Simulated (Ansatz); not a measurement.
# BeNi (Pm-3m): Grüneisen parameters, part 2 of 2

Aim: how the phonons of BeNi (Pm-3m) shift with volume, and the thermal expansion that follows.

Ansatz 0.2.0; DFT PBEsol, scalar-relativistic, plane waves, PAW; PAW set soft_1.

So far, highest frequency on path, mesh or solved points (cm⁻¹): step 2 (phonons on a q mesh) 523.

## Step 4: Phonons at the other volume, volume ratio 0.97

The phonons are repeated at this volume on the same meshes, so that differences come from the volume alone.

Contents of input.yaml:

```yaml
crystal:
  lattice:
    - [2.5569812705, 0.0, 0.0]
    - [0.0, 2.5569812705, 0.0]
    - [0.0, 0.0, 2.5569812705]
  atoms:
    - { symbol: Be, position: [0.0, 0.0, 0.0] }
    - { symbol: Ni, position: [0.5, 0.5, 0.5] }
kpoints:
  mp_grid: { grid: [16, 16, 16] }
hamiltonian:
  xc: pbesol
  pseudopotentials: { kind: paw, azcp: { folder: soft_1 }, xc_functional: pbe }
scf:
  occupations: { method: methfessel_paxton, width: 0.2 }
output:
  eigenvalues: true
phonons:
  method: dfpt
  qmesh: [4, 4, 4]
  temperatures: { t_max: 1000, t_step: 50 }
  qpath:
    path:
      - [[0.0, 0.0, 0.0], [0.0, 0.5, 0.0], [0.5, 0.5, 0.0], [0.0, 0.0, 0.0], [0.5, 0.5, 0.5], [0.0, 0.5, 0.0]]
      - [[0.5, 0.5, 0.5], [0.5, 0.5, 0.0]]
    npoints: 10
```

Started as:

```console
> ansatz run input.yaml --threads 4 --pin off --max-ram 10240MiB --backend cpu --events-out ev --progress --plain --runs-dir out
```

Standard output:

```text
[...]
Crystal: 2 atoms, lattice volume = 16.718 Å³
Basis set: ecut = 420 eV, 341 PW (Γ), exchange–correlation on 36×36×36 points (8 copies of the dense FFT grid, shifted against one another)
Bands: 14, of which v1, the nominal top of the filled ones, is band 10 counted from 1 (9 counted from 0)
Symmetry: 48 space group operations
k-points: 165 of 4096
[...]
SCF iter   1: F=—  HF=-5896.360189 eV  |F-HF|=—  |Δ(HF+E_count)|=         —  Δρ=4.22e-2  dr2=1.66e-1  ethr=3.10e-3  ⟨swp⟩=4.5  Hψ=10817  notcnv=0
[...]
SCF iter   8: F=-5896.302047 eV  HF=-5896.302047 eV  |F-HF|=1.82e-12  |Δ(HF+E_count)|=  9.73e-11  S|Δr|=    0.00e0  Δρ=5.96e-8  dr2=4.55e-13  ethr=1.00e-12  ⟨swp⟩=4.6  Hψ=11371  notcnv=0
SCF 1 converged in 8 iterations: F = -5896.302047 eV  dr2 = 4.55e-13
[...]
SCF iter   3: F=-5896.302047 eV  HF=-5896.302047 eV  |F-HF|=1.82e-12  |Δ(HF+E_count)|=  2.73e-12  S|Δr|=    0.00e0  Δρ=1.65e-7  dr2=2.31e-12  ethr=1.00e-12  ⟨swp⟩=1.0  Hψ=5285  notcnv=0
SCF 2 converged in 3 iterations: F = -5896.302047 eV  dr2 = 2.31e-12
[...]
NSCF: frozen V_eff on 165 k-points
[...]
SCF converged after 8 iterations
[...]
Free energy (F): -5896.302047 eV
[...]
Internal energy: -5896.301311 eV  (E = F + TS)
E sigma→0 (E₀):  -5896.301863 eV
Entropy (-TS):   -0.000736 eV (-0.368 meV/atom)
Fermi energy:    15.717026 eV
[...]
--- Band table (eV; the first three rows and the last of 165) ---
  k-point 0: bands = [... 6 lower, 11.8388, 14.3196, 14.3196, 14.3196, 22.7856, 22.7856, 22.7856, 30.2514]
  k-point 1: bands = [... 6 lower, 11.8555, 14.2683, 14.2683, 14.3231, 22.2772, 22.9174, 22.9174, 30.2672]
  k-point 2: bands = [... 6 lower, 11.9035, 14.1273, 14.1273, 14.3330, 21.0923, 23.3002, 23.3002, 30.3145]
  k-point 164: bands = [... 6 lower, 10.7559, 14.9801, 14.9801, 21.4573, 21.4573, 21.4573, 22.0154, 22.0154]
[...]
ASR residual: 4.795e-5 → 0.000e0 eV/Å²; symmetrization residual: 4.122e-7 eV/Å²
  ASR residual per site (eV/Å²): 4.80e-5 1.39e-5
  Γ frequencies (cm⁻¹): 0.00 0.00 0.00 522.95 522.95 522.95
--- Phonons (arbitrary-q DFPT): 10 irreducible q on the 4×4×4 mesh ---
[...]
interpolated dispersion: 62 rows × 6 modes
[...]
```

Elapsed: 3.3 min, on 4 threads of Arm Neoverse V2, shared host; peak memory 1.7 GiB.

Numbers from this step:

* sum-rule residual before enforcement: 4.80e-5 eV/Å²
* highest frequency on path, mesh or solved points: 549.2 cm⁻¹
* mean frequency: 367.7 cm⁻¹
* Debye temperature (second moment): 745 K
* logarithmic mean frequency: 328.4 cm⁻¹
* highest optical mode at the zone centre (no LO-TO term): 523.0 cm⁻¹
* lowest optical zone-centre mode: 523.0 cm⁻¹
* lowest mode on the q mesh (acoustic modes at Γ apart): 144.2 cm⁻¹
* zero-point energy per atom: 68.38 meV
* heat capacity at 300 K: 18.98 J/(mol atoms K)
* vibrational entropy at 300 K: 17 J/(mol atoms K)
* edges of the widest gap between branches, on path and mesh: 289.1, 501.5 cm⁻¹

Frequencies (cm⁻¹) solved at each irreducible wavevector; negative means imaginary. Frequencies by wavevector, by row:

| q in reciprocal lattice units | star | mode 1 | mode 2 | mode 3 | mode 4 | mode 5 | mode 6 |
| --- | --- | --- | --- | --- | --- | --- | --- |
| 0 0 0 | 1 | 0 | 0 | 0 | 523 | 523 | 523 |
| 0 0 0.25 | 6 | 144.2 | 144.2 | 207.4 | 524.7 | 524.7 | 528.8 |
| 0 0 -0.5 | 3 | 204.9 | 204.9 | 289.1 | 527.5 | 527.5 | 549.2 |
| 0 0.25 0.25 | 12 | 146.2 | 178.8 | 245.8 | 520.3 | 521.3 | 536.1 |
| 0 0.25 -0.5 | 12 | 197.2 | 210.5 | 241.5 | 515.9 | 528 | 529.8 |
| 0 -0.5 -0.5 | 3 | 188.2 | 188.2 | 218.3 | 501.5 | 527.3 | 527.3 |
| 0.25 0.25 0.25 | 8 | 202.6 | 202.6 | 243.6 | 523.5 | 523.5 | 527.6 |
| 0.25 0.25 -0.5 | 12 | 211.1 | 237.3 | 242.2 | 519 | 527 | 529.3 |
| 0.25 -0.5 -0.5 | 6 | 242.1 | 243.9 | 243.9 | 520.8 | 529 | 529 |
| -0.5 -0.5 -0.5 | 1 | 267.8 | 267.8 | 267.8 | 531 | 531 | 531 |

The highest optical mode at the zone centre (no LO-TO term) is 523.0 cm⁻¹, +24.0 cm⁻¹ against the base run.

## Step 5: Relaxing at another volume, volume ratio 1.03

The volume is scaled by 1.03 and held; symmetry leaves nothing to relax, so this is a single point. The modes can then be followed against volume.

input.yaml, the sections that differ from step 4:

```yaml
crystal:
  lattice:
    - [2.6086513789, 0.0, 0.0]
    - [0.0, 2.6086513789, 0.0]
    - [0.0, 0.0, 2.6086513789]
  atoms:
    - { symbol: Be, position: [0.0, 0.0, 0.0] }
    - { symbol: Ni, position: [0.5, 0.5, 0.5] }
output:
  forces: true
  stress: true
  eigenvalues: true
# kpoints, hamiltonian, scf: as in step 4
# phonons: removed
```

Standard output:

```text
[...]
Crystal: 2 atoms, lattice volume = 17.752 Å³
Basis set: ecut = 420 eV, 365 PW (Γ), exchange–correlation on 36×36×36 points (8 copies of the dense FFT grid, shifted against one another)
Bands: 14, of which v1, the nominal top of the filled ones, is band 10 counted from 1 (9 counted from 0)
Symmetry: 48 space group operations
[...]
k-points: 165 of 4096
[...]
--- Band table (eV; the first three rows and the last of 165) ---
  k-point 0: bands = [... 6 lower, 11.0259, 13.2942, 13.2942, 13.2942, 21.4411, 21.4411, 21.4411, 28.6649]
  k-point 1: bands = [... 6 lower, 11.0412, 13.2475, 13.2475, 13.2974, 20.9425, 21.5654, 21.5654, 28.6844]
  k-point 2: bands = [... 6 lower, 11.0852, 13.1190, 13.1190, 13.3064, 19.7847, 21.9262, 21.9262, 28.7425]
  k-point 164: bands = [... 6 lower, 10.0101, 13.8987, 13.8987, 20.1497, 20.1497, 20.1497, 20.6223, 20.6223]
[key lines of the parts left out:]
SCF converged after 6 iterations
Free energy (F): -5896.303000 eV
Fermi energy:    14.588667 eV
P = ⅓ Tr σ = -5.4962 GPa (-54.962 kbar)
```

The job ended after 0.79 s (4 threads; peak memory 0.32 GiB).

Numbers from this step:

| Item | Value |
| --- | --- |
| pressure | -5.496 GPa |
| volume per atom | 8.876 Å³ |

The run ends at a pressure of -5.50 GPa.

## Step 6: Phonons at the other volume, volume ratio 1.03

The phonons are repeated at this volume on the same meshes, so that differences come from the volume alone.

input.yaml: that of step 5 with these lines changed.

```diff
@@ -16,4 +16,11 @@
 output:
-  forces: true
-  stress: true
   eigenvalues: true
+phonons:
+  method: dfpt
+  qmesh: [4, 4, 4]
+  temperatures: { t_max: 1000, t_step: 50 }
+  qpath:
+    path:
+      - [[0.0, 0.0, 0.0], [0.0, 0.5, 0.0], [0.5, 0.5, 0.0], [0.0, 0.0, 0.0], [0.5, 0.5, 0.5], [0.0, 0.5, 0.0]]
+      - [[0.5, 0.5, 0.5], [0.5, 0.5, 0.0]]
+    npoints: 10
```

Standard output:

```text
[...]
Crystal: 2 atoms, lattice volume = 17.752 Å³
Basis set: ecut = 420 eV, 365 PW (Γ), exchange–correlation on 36×36×36 points (8 copies of the dense FFT grid, shifted against one another)
Bands: 14, of which v1, the nominal top of the filled ones, is band 10 counted from 1 (9 counted from 0)
Symmetry: 48 space group operations
k-points: 165 of 4096
[...]
k-point 164: bands = [... 6 lower, 10.0101, 13.8987, 13.8987, 20.1497, 20.1497, 20.1497, 20.6223, 20.6223]
[...]
ASR residual: 3.866e-5 → 0.000e0 eV/Å²; symmetrization residual: 5.055e-7 eV/Å²
  ASR residual per site (eV/Å²): 3.87e-5 2.45e-7
  Γ frequencies (cm⁻¹): 0.00 0.00 0.00 476.01 476.01 476.01
--- Phonons (arbitrary-q DFPT): 10 irreducible q on the 4×4×4 mesh ---
[...]
interpolated dispersion: 62 rows × 6 modes
[...]
[key lines of the parts left out:]
SCF converged after 8 iterations
Free energy (F): -5896.303000 eV
Fermi energy:    14.588675 eV
```

Run time: 3.5 min. Hardware: 4 threads; peak memory 1.8 GiB.

Read from the output:

```yaml
sum_rule_residual_before_enforcement: 3.87e-5 eV/Å²
highest_frequency_on_path_mesh_or_solved_points: 498.2 cm⁻¹
mean_frequency: 334.6 cm⁻¹
debye_temperature_second_moment: 678 K
logarithmic_mean_frequency: 298.9 cm⁻¹
highest_optical_mode_at_the_zone_centre_no_lo_to_term: 476.0 cm⁻¹
lowest_optical_zone_centre_mode: 476.0 cm⁻¹
lowest_mode_on_the_q_mesh_acoustic_modes_at_gamma_apart: 132.8 cm⁻¹
zero_point_energy_per_atom: 62.22 meV
heat_capacity_at_300_k: 19.80 J/(mol atoms K)
vibrational_entropy_at_300_k: 18.82 J/(mol atoms K)
edges_of_the_widest_gap_between_branches_on_path_and_mesh: 258.7, 461.1 cm⁻¹
```

Frequencies (cm⁻¹) solved at each irreducible wavevector; negative means imaginary. Frequencies by wavevector, by row:

| q in reciprocal lattice units | star | mode 1 | mode 2 | mode 3 | mode 4 | mode 5 | mode 6 |
| --- | --- | --- | --- | --- | --- | --- | --- |
| 0 0 0 | 1 | 0 | 0 | 0 | 476 | 476 | 476 |
| 0 0 0.25 | 6 | 134 | 134 | 185.6 | 479.6 | 480.1 | 480.1 |
| 0 0 -0.5 | 3 | 189.2 | 189.2 | 258.7 | 485.8 | 485.8 | 498.2 |
| 0 0.25 0.25 | 12 | 132.8 | 166.2 | 221.8 | 469.6 | 478.3 | 490.1 |
| 0 0.25 -0.5 | 12 | 179.7 | 195.7 | 218.3 | 474.8 | 478.1 | 479.1 |
| 0 -0.5 -0.5 | 3 | 170.4 | 170.4 | 204.3 | 461.1 | 472.7 | 472.7 |
| 0.25 0.25 0.25 | 8 | 183.3 | 183.3 | 223.1 | 475.5 | 475.5 | 481.1 |
| 0.25 0.25 -0.5 | 12 | 195 | 212.4 | 219 | 470.5 | 478.2 | 482.4 |
| 0.25 -0.5 -0.5 | 6 | 218.2 | 219.3 | 219.3 | 476.7 | 478 | 478 |
| -0.5 -0.5 -0.5 | 1 | 236.8 | 236.8 | 236.8 | 483.9 | 483.9 | 483.9 |

The highest optical mode at the zone centre (no LO-TO term) is 476.0 cm⁻¹, -22.9 cm⁻¹ against the base run.

## Step 7: Grüneisen parameters

The Grüneisen parameter of a mode is minus the logarithmic change of its frequency with volume, −d ln ω / d ln V; weighted by heat capacity it gives the expansion.

Numbers from this step:

- bulk modulus: 198.4 GPa

The phonon branches at the labelled points (cm⁻¹):

| point | branch 1 | branch 2 | branch 3 | branch 4 | branch 5 | branch 6 |
| --- | --- | --- | --- | --- | --- | --- |
| Γ | 0 | 0 | 0 | 499 | 499 | 499 |
| halfway | 139 | 139 | 196 | 502 | 502 | 504 |
| X | 197 | 197 | 273 | 506 | 506 | 523 |
| halfway | 188 | 203 | 230 | 495 | 503 | 503 |
| M | 179 | 179 | 211 | 481 | 499 | 499 |
| halfway | 139 | 172 | 234 | 494 | 499 | 513 |
| Γ | 0 | 0 | 0 | 499 | 499 | 499 |
| halfway | 193 | 193 | 233 | 499 | 499 | 504 |
| R | 252 | 252 | 252 | 507 | 507 | 507 |
| halfway | 203 | 225 | 230 | 494 | 503 | 504 |
| X | 197 | 197 | 273 | 506 | 506 | 523 |
| jump to R | 252 | 252 | 252 | 507 | 507 | 507 |
| halfway | 230 | 231 | 231 | 498 | 503 | 503 |
| M | 179 | 179 | 211 | 481 | 499 | 499 |

The same for volume x 0.97:

| point | branch 1 | branch 2 | branch 3 | branch 4 | branch 5 | branch 6 |
| --- | --- | --- | --- | --- | --- | --- |
| Γ | 0 | 0 | 0 | 523 | 523 | 523 |
| X | 205 | 205 | 289 | 528 | 528 | 549 |
| M | 188 | 188 | 218 | 502 | 527 | 527 |
| Γ | 0 | 0 | 0 | 523 | 523 | 523 |
| R | 268 | 268 | 268 | 531 | 531 | 531 |
| X | 205 | 205 | 289 | 528 | 528 | 549 |
| R | 268 | 268 | 268 | 531 | 531 | 531 |
| M | 188 | 188 | 218 | 502 | 527 | 527 |

The same for volume x 1.03:

| point | branch 1 | branch 2 | branch 3 | branch 4 | branch 5 | branch 6 |
| --- | --- | --- | --- | --- | --- | --- |
| Γ | 0 | 0 | 0 | 476 | 476 | 476 |
| X | 189 | 189 | 259 | 486 | 486 | 498 |
| M | 170 | 170 | 204 | 461 | 473 | 473 |
| Γ | 0 | 0 | 0 | 476 | 476 | 476 |
| R | 237 | 237 | 237 | 484 | 484 | 484 |
| X | 189 | 189 | 259 | 486 | 486 | 498 |
| R | 237 | 237 | 237 | 484 | 484 | 484 |
| M | 170 | 170 | 204 | 461 | 473 | 473 |

The first set of phonon branches as a text plot (rows in cm⁻¹):

```
    538 |
    515 |   ********      ******    *****  ******************
    492 |*****    ***************************    *******    *****
    469 |
    446 |
    423 |
    400 |
    378 |
    355 |
    332 |
    309 |
    286 |
    263 |      ****                           **       ***
    240 |     *    *       ***          *  ***  *******   ****
    217 |    *      *******   *        * **        ***        ***
    195 |   *  ******** * ***        ** *           ******    **
    172 |     *      ******  * *       *                        *
    149 |   **             ****     *
    126 |  *                  ***    **
    103 |                      *
     80 | **                    *  **
     57 | *                     **
     34 |*                       * *
     11 |                         *
         Γ      X      M          Γ            R        X|R     M
```

Mode Grueneisen parameter -dln(w)/dln(V), modes matched by rank; at Γ the acoustic branches take the value of a neighbouring point of the path. Mode grüneisen parameters along the path, in :

| point | branch 1 | branch 2 | branch 3 | branch 4 | branch 5 | branch 6 |
| --- | --- | --- | --- | --- | --- | --- |
| Γ | 1.14 | 1.14 | 1.88 | 1.57 | 1.57 | 1.57 |
| halfway | 1.22 | 1.22 | 1.85 | 1.50 | 1.48 | 1.61 |
| X | 1.33 | 1.33 | 1.85 | 1.37 | 1.37 | 1.62 |
| halfway | 1.55 | 1.21 | 1.68 | 1.38 | 1.65 | 1.68 |
| M | 1.66 | 1.66 | 1.10 | 1.40 | 1.82 | 1.82 |
| halfway | 1.59 | 1.22 | 1.70 | 1.71 | 1.43 | 1.49 |
| Γ | 1.64 | 1.12 | 1.65 | 1.57 | 1.57 | 1.57 |
| halfway | 1.66 | 1.66 | 1.46 | 1.60 | 1.60 | 1.54 |
| R | 2.05 | 2.05 | 2.05 | 1.55 | 1.55 | 1.55 |
| halfway | 1.32 | 1.85 | 1.68 | 1.63 | 1.62 | 1.55 |
| X | 1.33 | 1.33 | 1.85 | 1.37 | 1.37 | 1.62 |
| jump to R | 2.05 | 2.05 | 2.05 | 1.55 | 1.55 | 1.55 |
| halfway | 1.73 | 1.77 | 1.77 | 1.47 | 1.69 | 1.69 |
| M | 1.66 | 1.66 | 1.10 | 1.40 | 1.82 | 1.82 |

The mode Grüneisen parameters as a text plot (rows in , shown from 1.1 to 2.0 only):

```
   2.03 |                                    ****         *
   1.99 |                                       **
   1.95 |                                   **   **        *
   1.91 |                                                  *
   1.88 |**                                *     *          *
   1.84 |  *******     *                          ***   **  *   *
   1.80 |            ** **                             *       *
   1.76 |         * *                    ** *                **
   1.72 |          * *   **  *                       **      *
   1.68 |          **      ******                 * ***      **
   1.64 |    *** ** *********  * **     *  *      ***  **   *  **
   1.60 |  **   *    *       *  *   ******* *    ** ***  * *
   1.57 |**        **      ** *******  *   ******   *     *
   1.53 |  *               **  **      **       **** **    *
   1.49 |   *     **         ***    ****           *   *    **
   1.45 |    *    *      **          ** ***            *
   1.41 |     *       ***    *     **                 *       ***
   1.37 |      *******   *                             ***
   1.33 |      ***                                  *    *
   1.29 |     *          *                              *
   1.26 |    *    **                                   *       *
   1.22 |   *              *****                     **
   1.18 |  *        **    *     *
   1.14 |**           * *        **                             *
         Γ      X      M          Γ            R        X|R     M
```

(dS/dlnV)/C_V. Table of thermodynamic Grueneisen parameter by temperature:

| temperature (K) | thermodynamic Grueneisen parameter |
| --- | --- |
| 50 | 1.49 |
| 100 | 1.54 |
| 150 | 1.55 |
| 200 | 1.55 |
| 250 | 1.56 |
| 300 | 1.56 |
| 350 | 1.56 |
| 400 | 1.56 |
| 450 | 1.56 |
| 500 | 1.56 |
| 550 | 1.56 |
| 600 | 1.56 |
| 650 | 1.56 |
| 700 | 1.56 |
| 750 | 1.56 |
| 800 | 1.56 |
| 850 | 1.56 |
| 900 | 1.56 |
| 950 | 1.56 |
| 1000 | 1.56 |

Gamma C_V/(B V) at the static volume. The volume expansion by temperature:

| temperature (K) | volume expansion (1e-6/K) |
| --- | --- |
| 50 | 2.35 |
| 100 | 10.5 |
| 150 | 17.5 |
| 200 | 22.9 |
| 250 | 26.7 |
| 300 | 29.4 |
| 350 | 31.3 |
| 400 | 32.6 |
| 450 | 33.6 |
| 500 | 34.4 |
| 550 | 34.9 |
| 600 | 35.4 |
| 650 | 35.7 |
| 700 | 36.0 |
| 750 | 36.2 |
| 800 | 36.4 |
| 850 | 36.6 |
| 900 | 36.7 |
| 950 | 36.9 |
| 1000 | 36.9 |

## Step 8: Results

| Quantity | Value |
| --- | --- |
| bulk modulus | 198 GPa |
| thermodynamic Grüneisen parameter at 300 K | 1.561 |
| volume expansion at 300 K, estimated | 29.4 × 10⁻⁶ K⁻¹ |

In words: By this estimate the volume grows by 29.4 × 10⁻⁶ per kelvin at 300 K. The highest optical mode at Γ goes from 523 to 476 cm⁻¹ as the cell grows, a Grüneisen parameter of 1.57. Mode parameters on the path run from 1.1 to 2.0, with a median of 1.6. Branches are matched by rank, so values near crossings are rough. The expansion is the Grüneisen estimate at the static volume, with the static bulk modulus. With no gap, or one that is small against the smearing, the frequencies hang on the k mesh and the smearing, most of all near Kohn anomalies. The phonon runs are without spin polarisation, although Ni often carries a moment. The PAW files were made for PBE and serve the other functionals too.

[Long decimals in the printed logs are rounded to 6 places.]

[Logs are printed without paths, hosts, clocks, repeated set-up lines and the standing remarks that a program may print on its own settings, such as how far it seeks lower states.]

[Hosts, paths, dates, database ids (printed as entryN), source tags and the programs' standing remarks are cut or masked in the printed files.]

[Where the starting crystal was built by hand or by swapping elements, it need not be the compound's stable phase.]
